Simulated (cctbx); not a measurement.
# What resolution and counting buy: NdAl4FeRh2

Space group Immm (no. 71), a = 3.9750 Å, b = 6.9710 Å, c = 9.6010 Å, α = 90.00°, β = 90.00°, γ = 90.00°.

```
atom  mult.    x       y       z  Ueq (Å²)
 Nd1      2    0       0       0    0.0064
 Rh1      4    0     1/2  0.7645    0.0080
 Fe1      2    0     1/2       0    0.0103
 Al1      8  1/2  0.6873  0.8396    0.0134
```

The model is made up (kin elements in a known structure type, no relaxation), so it says nothing on whether the phase exists.

Five simulated data sets (cctbx; Mo Kα, λ = 0.71073 Å; 1.5 % proportional error) differ in resolution or exposure (noise floor 8 counts in the first three, 8 in the last two). Each is refined with the right model, isotropic at 1.1 Å and anisotropic otherwise. How do the figures of merit and the uncertainties move?

```
d min (Å)  top counts  ⟨I/σ⟩ (unmerged, absences included)  unique  param. (scale apart)   Rint      R1  GooF  largest s.u. xyz (fractional)  s.u. U of Al1 (Å²)  largest error (Å)
      1.1       70000                                 20.2      78                     7  0.011  0.0049  0.97                        0.00014              0.0002             0.0020
     0.84       70000                                 18.1     158                    16  0.013  0.0046  0.86                        0.00007              0.0002             0.0006
      0.6       70000                                 15.4     401                    16  0.015  0.0056  0.96                        0.00005              0.0001             0.0005
     0.75         300                                  1.1     217                    16  0.254  0.0593  0.88                        0.00144              0.0043             0.0155
     0.75        3000                                  5.2     217                    16  0.048  0.0171  0.87                        0.00027              0.0008             0.0037
```

The number of reflections grows roughly as 1/d³: 78, 158 and 401 here. R1 follows the noise rather than the truth: at 300 counts it is 0.0593, at 3000 counts 0.0171, while GooF is 0.88 and 0.87: the weights 1/σ² carry the noise. The s.u. of U (U11 where anisotropic) for Al1 goes 0.0002, 0.0002, 0.0001 Å² with resolution and 0.0043, 0.0008 Å² with exposure.

Hardware for the 0.6 Å refinement: 0.49 s on 1 thread of Arm Neoverse N1, on a shared host, peak memory 0.09 GiB.

[Logs are printed without paths, hosts, clocks, repeated set-up lines and the standing remarks that a program may print on its own settings, such as how far it seeks lower states.]
